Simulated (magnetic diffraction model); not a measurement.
## Which magnetic order? YbHf₅

Space group P6/mmm (no. 191), a = 5.9890 Å, c = 4.6350 Å.

| site | atom | x | y | z |
| --- | --- | --- | --- | --- |
| 2c | Hf | 2/3 | 1/3 | 0 |
| 3g | Hf | 0 | 1/2 | 1/2 |
| 1a | Yb | 0 | 0 | 0 |

The compound is invented for this exercise: a known structure type with other elements, its cell scaled to their sizes and not relaxed.

Only Yb is taken to order (form factors of Yb3+); orders and moment sizes are assumed, and not adapted to the symmetry. Radiation: neutrons of λ = 2.567 Å, 1.5° to 80°; isotropic B of 0.41 Å² (Hf) and 0.52 Å² (Yb). Simulated constant-wavelength pattern: nuclear and magnetic terms add, the magnetic one as |2.695 fm × Σ f S⊥ exp(2πi Q·r) exp(−B s²)|², summed over all Q at one angle with the factor 1/(sin²θ cos θ). For a modulated order the moment at position r is S exp(−2πi k·r) + c.c., with S = m/2 for a sine wave of amplitude m and S = m(u + iv)/2 for moments turning in a plane, u and v being orthogonal unit vectors in it; the phase factor of the sum at Q = H + k is then exp(2πi H·r). Free-ion form factors, Sears's scattering lengths of 1992, no absorption; a label names one of the reflections at its angle. The strongest nuclear line in the range is 100, and lines under 0.2 are left out.

Above the ordering temperature:

| 2θ (°) | index | I |
| --- | --- | --- |
| 28.66 | (1 0 0) | 1.4 |
| 32.15 | (0 0 1) | 0.9 |
| 43.60 | (1 0 1) | 21.7 |
| 50.76 | (1 1 0) | 21.9 |
| 59.33 | (2 0 0) | 32.3 |
| 61.37 | (1 1 1) | 100.0 |
| 67.26 | (0 0 2) | 29.9 |
| 69.10 | (2 0 1) | 22.7 |
| 74.69 | (1 0 2) | 0.6 |

Below it (cell unchanged):

| 2θ (°) | I |
| --- | --- |
| 28.66 | 1.4 |
| 29.32 | 5.8 |
| 32.15 | 0.9 |
| 38.98 | 1.9 |
| 43.60 | 21.7 |
| 48.73 | 0.8 |
| 50.76 | 21.9 |
| 51.18 | 1.9 |
| 57.83 | 1.2 |
| 59.33 | 32.3 |
| 59.71 | 1.4 |
| 61.37 | 100.0 |
| 65.50 | 0.8 |
| 65.80 | 1.0 |
| 67.26 | 29.9 |
| 67.90 | 0.2 |
| 69.10 | 22.7 |
| 73.01 | 0.7 |
| 74.69 | 0.6 |

**Question.** Find the propagation vector, then choose among these models:
A. moments turning in the plane of [010] and [001], 3.5 μB on Yb
B. a sine wave with moments along [001] (amplitudes given), 3.5 μB on Yb
C. moments turning in the plane of [001] and [100], 3.5 μB on Yb
D. a sine wave with moments along [100] (amplitudes given), 3.5 μB on Yb

The new lines index as (1 0 0.192) at 29.32°, (1 0 0.808) at 38.98°, (1 0 1.192) at 48.73° and (1 1 0.192) at 51.18°, that is as H ± k with k = (0 0 0.192). Satellites come in pairs about each point of the reciprocal lattice.

Magnetic intensity, observed (below minus above) and for each model:

| 2θ (°) | index | observed | A | B | C | D |
| --- | --- | --- | --- | --- | --- | --- |
| 6.09 | (0 0 0.192) | <0.2 | 24.0 | <0.2 | 24.0 | 24.0 |
| 25.86 | (0 0 0.808) | <0.2 | 1.3 | <0.2 | 1.3 | 1.3 |
| 29.32 | (1 0 0.192) | 5.8 | 9.1 | 5.8 | 9.1 | 3.2 |
| 38.98 | (1 0 0.808) | 1.9 | 4.4 | 1.9 | 4.4 | 2.5 |
| 48.73 | (1 0 1.192) | 0.8 | 2.6 | 0.8 | 2.6 | 1.8 |
| 51.18 | (1 1 0.192) | 1.9 | 2.9 | 1.9 | 2.9 | 1.0 |
| 57.83 | (1 1 0.808) | 1.2 | 2.1 | 1.2 | 2.1 | 0.9 |
| 59.71 | (2 0 0.192) | 1.4 | 2.1 | 1.4 | 2.1 | 0.7 |

Model B matches.

The absence at (0 0 0.192) is telling: Q lies along the moments there, so the part normal to Q vanishes.

The structure used: k = (0 0 0.192), a sine wave with moments along [001] (amplitudes given), 3.5 μB on Yb.
